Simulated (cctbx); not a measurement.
# Sc3SiRhPb2: precision against data quality

Space group Pnma (no. 62), a = 12.6460 Å, b = 4.4170 Å, c = 10.9100 Å, α = 90.00°, β = 90.00°, γ = 90.00°.

```
atom  mult.       x    y       z  Ueq (Å²)
 Pb1      4  0.9564  1/4  0.6871    0.0115
 Pb2      4  0.6764  1/4  0.5143    0.0108
 Rh1      4  0.8201  1/4  0.8822    0.0108
 Sc1      4  0.7008  1/4  0.1535    0.0170
 Sc2      4  0.9091  1/4  0.4171    0.0263
 Sc3      4  0.4769  1/4  0.3748    0.0121
 Si1      4  0.6578  1/4  0.7470    0.0278
```

The model was made for the exercise: a known structure type with other elements put in, its volume estimated, not relaxed; displacement parameters are assumed.

Five simulated data sets (cctbx; Mo Kα, λ = 0.71073 Å; 6 % proportional error) differ in resolution or exposure (noise floor 2 counts in the first three, 8 in the last two). Each is refined with the right model, isotropic at 1.1 Å and anisotropic otherwise. How do the figures of merit and the uncertainties move?

```csv
d min (Å),top counts,"⟨I/σ⟩ (unmerged, absences included)",unique,param. (scale apart),Rint,R1,GooF,largest s.u. xyz (fractional),s.u. U of Si1 (Å²),largest error (Å)
1.1,20000,10.5,278,21,0.048,0.0269,2.21,0.00085,0.0023,0.0185
0.84,20000,9.8,614,42,0.052,0.0148,0.99,0.00025,0.0013,0.0026
0.6,20000,8.1,1632,42,0.058,0.0171,0.96,0.00018,0.0008,0.0029
0.75,300,0.7,850,42,0.594,0.1110,0.90,0.00318,0.0202,0.0697
0.75,3000,3.8,850,42,0.126,0.0344,0.91,0.00063,0.0033,0.0139
```

GooF reaches 2.21 where the model lacks something that the data hold (anisotropy at the isotropic level, for one). The s.u. of U for Si1 goes 0.0023, 0.0013, 0.0008 Å² with resolution and 0.0202, 0.0033 Å² with exposure.

The 1.1 Å row also differs in its displacement model, so it isn't a clean test of resolution.

Hardware for the 0.6 Å refinement: 0.59 s on 1 thread of Arm Neoverse N1, with other jobs on the host, peak memory 0.09 GiB.

[Logs are printed without paths, hosts, clocks, repeated set-up lines and the standing remarks that a program may print on its own settings, such as how far it seeks lower states.]
